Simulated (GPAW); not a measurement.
**PrCr2Ge2: which magnetic order is lowest**

Wanted: the moments of PrCr2Ge2 and the energy of each order that was tried.

Program: GPAW 26.7.0. Level of theory: PBE with U = 4.8 eV on Pr f; plane waves with GPAW's PAW setups, scalar-relativistic. Results are calculated unless marked as measured.

Report form: the programs' logs are mostly left out.

### Step 1. Starting point

It takes space group I4/mmm (No. 139, tetragonal). Conventional cell: a = 4.217 Å, b = 4.217 Å, c = 9.796 Å, α = 90.00°, β = 90.00°, γ = 90.00°. Pr has 8 Cr at 3.23 Å and 10 Ge at 3.27 to 3.56 Å nearest. Nearest to Cr lie 4 Ge at 2.38 Å and 4 Cr at 2.98 Å and 4 Pr at 3.23 Å. Nearest to Ge lie 4 Cr at 2.38 Å and 1 Ge at 2.67 Å and 5 Pr at 3.27 to 3.56 Å. invented: CeCo2Ge2 (I4/mmm) with Pr for Ce, Cr for Co. Farther neighbours are not listed.

As a file:

```cif
data_structure
_symmetry_space_group_name_H-M 'I4/mmm'
_symmetry_Int_Tables_number 139
_cell_length_a 4.2171
_cell_length_b 4.2171
_cell_length_c 9.7955
_cell_angle_alpha 90.000
_cell_angle_beta 90.000
_cell_angle_gamma 90.000
_cell_volume 174.20
loop_
_atom_site_label
_atom_site_type_symbol
_atom_site_symmetry_multiplicity
_atom_site_Wyckoff_symbol
_atom_site_fract_x
_atom_site_fract_y
_atom_site_fract_z
_atom_site_occupancy
Pr1 Pr 2 a 0.00000 0.00000 0.00000 1
Cr1 Cr 4 d 0.00000 0.50000 0.25000 1
Ge1 Ge 4 e 0.50000 0.50000 0.13638 1
```

The cell is a made-up one and need not be a known phase.

The settings of this session are not all sound (see the inputs), so it shows what such settings give, not the properties of the crystal.

### Step 2. Order 1, typed as ferro +++

Parallel moments need no larger cell; this start tests for a ferromagnetic state only. A Hubbard U of customary size acts on the open shell; it was not fitted to this crystal.

order1.py

```python
import json
import numpy as np
from ase import Atoms
from ase.parallel import paropen, parprint
from gpaw import GPAW

atoms = Atoms(['Pr', 'Cr', 'Cr', 'Ge', 'Ge'],
    cell=[[-2.108527, 2.108527, 4.897753],
         [2.108527, -2.108527, 4.897753],
         [2.108527, 2.108527, -4.897753]],
    scaled_positions=[[0.0, 0.0, 0.0],
         [0.75, 0.25, 0.5],
         [0.25, 0.75, 0.5],
         [0.63638196, 0.63638196, 0.0],
         [0.36361804, 0.36361804, 0.0]],
    pbc=True,
    magmoms=[2.0, 2.5, 2.5, 0.0, 0.0])
atoms.calc = GPAW(mode={'name': 'pw', 'ecut': 700},
    xc='PBE',
    kpts={'size': (6, 6, 6), 'gamma': True},
    occupations={'name': 'fermi-dirac', 'width': 0.05},
    convergence={'density': 1e-05, 'energy': 1e-05},
    maxiter=200,
    mixer={'name': 'pulay', 'beta': 0.1, 'nmaxold': 5, 'weight': 100},
    charge=-0.1,
    setups={'Pr': ':f,4.8'},
    symmetry={'tolerance': 1e-4},
    txt='order1.txt')
e = atoms.get_potential_energy(force_consistent=True)
res = {'free_energy': e, 'energy_sigma0': atoms.get_potential_energy(), 'fermi_energy': atoms.calc.get_fermi_level()}
res['moments'] = atoms.get_magnetic_moments().tolist()
res['total'] = atoms.get_magnetic_moment()
parprint('site moments (muB):', np.round(res['moments'], 3))
parprint(f"total moment: {res['total']:.3f} muB")
parprint(f'free energy: {e:.6f} eV')
atoms.calc.write('order1.gpw')
with paropen('results.json', 'w') as f:
    json.dump(res, f)
```

Command:

```console
$ OMP_NUM_THREADS=1 mpirun -n 2 gpaw python order1.py > order1.log
```

Wall time 6 min (2 MPI ranks of Arm Neoverse V2, shared host); peak memory 0.68 GiB; 12 min of CPU time.

Spin moment in the augmentation sphere by atom:

| atom | spin moment in the augmentation sphere (μB) |
| --- | --- |
| Pr1 | 2.08 |
| Cr2 | 1.92 |
| Cr3 | 1.92 |
| Ge4 | -0.06 |
| Ge5 | -0.06 |

Numbers from this step:

```
magnetization : 6.442 μB
final state   : ferromagnetic
```

After 52 cycles the largest moment stands at 2.08 μB.

### Step 3. Run 2 (ferri +--)

Reversing part of the moments tests the sign of the couplings between them.

order2.py is the script of step 2 with these lines changed:

```diff
@@ -16,3 +16,3 @@
     pbc=True,
-    magmoms=[2.0, 2.5, 2.5, 0.0, 0.0])
+    magmoms=[2.0, -2.5, -2.5, 0.0, 0.0])
 atoms.calc = GPAW(mode={'name': 'pw', 'ecut': 700},
@@ -27,3 +27,3 @@
     symmetry={'tolerance': 1e-4},
-    txt='order1.txt')
+    txt='order2.txt')
 e = atoms.get_potential_energy(force_consistent=True)
@@ -35,3 +35,3 @@
 parprint(f'free energy: {e:.6f} eV')
-atoms.calc.write('order1.gpw')
+atoms.calc.write('order2.gpw')
 with paropen('results.json', 'w') as f:
```

Command:

```console
$ OMP_NUM_THREADS=1 mpirun -n 2 gpaw python order2.py > order2.log
```

Elapsed: 16 min, on 2 MPI ranks; peak memory 0.67 GiB.

The run was cut off at its time limit.

It was cut off while still iterating. More time helps where the residual falls; where it has stalled, the mixing must change.

### Step 4. Order 3, typed as ferri ++-

An opposed order shows whether the pairs that it reverses prefer unlike signs.

order3.py is the script of step 3 with these lines changed:

```diff
@@ -16,3 +16,3 @@
     pbc=True,
-    magmoms=[2.0, -2.5, -2.5, 0.0, 0.0])
+    magmoms=[2.0, 2.5, -2.5, 0.0, 0.0])
 atoms.calc = GPAW(mode={'name': 'pw', 'ecut': 700},
@@ -27,3 +27,3 @@
     symmetry={'tolerance': 1e-4},
-    txt='order2.txt')
+    txt='order3.txt')
 e = atoms.get_potential_energy(force_consistent=True)
@@ -35,3 +35,3 @@
 parprint(f'free energy: {e:.6f} eV')
-atoms.calc.write('order2.gpw')
+atoms.calc.write('order3.gpw')
 with paropen('results.json', 'w') as f:
```

Command:

```console
$ OMP_NUM_THREADS=1 mpirun -n 2 gpaw python order3.py > order3.log
```

Run time: 4.8 min. Hardware: 2 MPI ranks; peak memory 0.66 GiB; 9.5 min of CPU time.

Spin moment in the augmentation sphere by atom:

| atom | spin moment in the augmentation sphere (μB) |
| --- | --- |
| Pr1 | 1.95 |
| Cr2 | 2.19 |
| Cr3 | -2.27 |
| Ge4 | -0.01 |
| Ge5 | -0.01 |

Read from the output:

* magnetization: 1.998 μB
* final state: ferrimagnetic

It lies 391 meV a seeded atom under the first start, and its largest moment is 2.27 μB against 2.08 μB.

### Step 5. Start 4: no spin polarisation

This run holds no moments, which gives a state to set the others against.

nospin.py is the script of step 4 with these lines changed:

```diff
@@ -15,4 +15,3 @@
          [0.36361804, 0.36361804, 0.0]],
-    pbc=True,
-    magmoms=[2.0, 2.5, -2.5, 0.0, 0.0])
+    pbc=True)
 atoms.calc = GPAW(mode={'name': 'pw', 'ecut': 700},
@@ -27,11 +26,7 @@
     symmetry={'tolerance': 1e-4},
-    txt='order3.txt')
+    txt='nospin.txt')
 e = atoms.get_potential_energy(force_consistent=True)
 res = {'free_energy': e, 'energy_sigma0': atoms.get_potential_energy(), 'fermi_energy': atoms.calc.get_fermi_level()}
-res['moments'] = atoms.get_magnetic_moments().tolist()
-res['total'] = atoms.get_magnetic_moment()
-parprint('site moments (muB):', np.round(res['moments'], 3))
-parprint(f"total moment: {res['total']:.3f} muB")
 parprint(f'free energy: {e:.6f} eV')
-atoms.calc.write('order3.gpw')
+atoms.calc.write('nospin.gpw')
 with paropen('results.json', 'w') as f:
```

Command:

```console
$ OMP_NUM_THREADS=1 mpirun -n 2 gpaw python nospin.py > nospin.log
```

Wall time 2.6 min (2 MPI ranks); peak memory 0.55 GiB.

Numbers from this step:

```yaml
final_state: non-magnetic (no spin polarisation)
```

It lies 759 meV a seeded atom over the first start.

### Step 6. The states side by side

These are free energies at a smearing of 0.05 eV, so its entropy term is in the differences. They are divided by the number of seeded atoms, so that cells of unlike size compare.

Orders:

```
               start    final state  typed order kept  energy over the lowest (meV a seeded atom)  largest site moment (μB)  net moment (μB a primitive cell)  mesh matched  CPU time (s)
           ferro +++  ferromagnetic               yes                                       391.5                     2.079                             6.442           yes         716.7
           ferri ++-  ferrimagnetic               yes                                           0                     2.267                             1.998           yes         571.1
no spin polarisation   non-magnetic                 -                                        1150                         0                                 0           yes         310.2
```

### Step 7. What came out

| Property | Result |
| --- | --- |
| lowest state found | ferrimagnetic (typed ferri ++-) |
| largest site moment | 2.27 μB |
| next state | ferromagnetic, 391 meV a seeded atom higher |
| run without spin seeds, over the lowest | 1150 meV a seeded atom |

What this shows: The lowest state found is ferrimagnetic, reached from the start ferri ++-, with moments up to 2.27 μB. The next state costs 391 meV a seeded atom. 1 start gave no converged result and is missing from the ranking; where cut off, the energy had nearly settled, +425.8 meV a seeded atom from the lowest. Under a U a spinless open shell is left with part-filled orbitals, which the U penalises, so its energy is no clean measure of what the moments gain. Only 4 starts are shown; other collinear patterns, canted and longer-period orders are not. Open f shells have many stationary orbital fillings, so the state need not be the lowest, and spin-only moments miss the orbital part. The cell carries a charge of -0.1 e against a uniform background, so the results are those of a doped crystal.

[Logs and program files are shortened in this print: banners, set-up blocks, solver, clock and traceback lines can be left out without a mark of their own.]

[Logs are printed without paths, hosts, clocks, repeated set-up lines and the standing remarks that a program may print on its own settings, such as how far it seeks lower states.]

[Hosts, paths, dates, database ids (printed as entryN), source tags and the programs' standing remarks are cut or masked in the printed files.]

[Where a cell is said to come from a database of computed structures, the database is the Materials Project.]
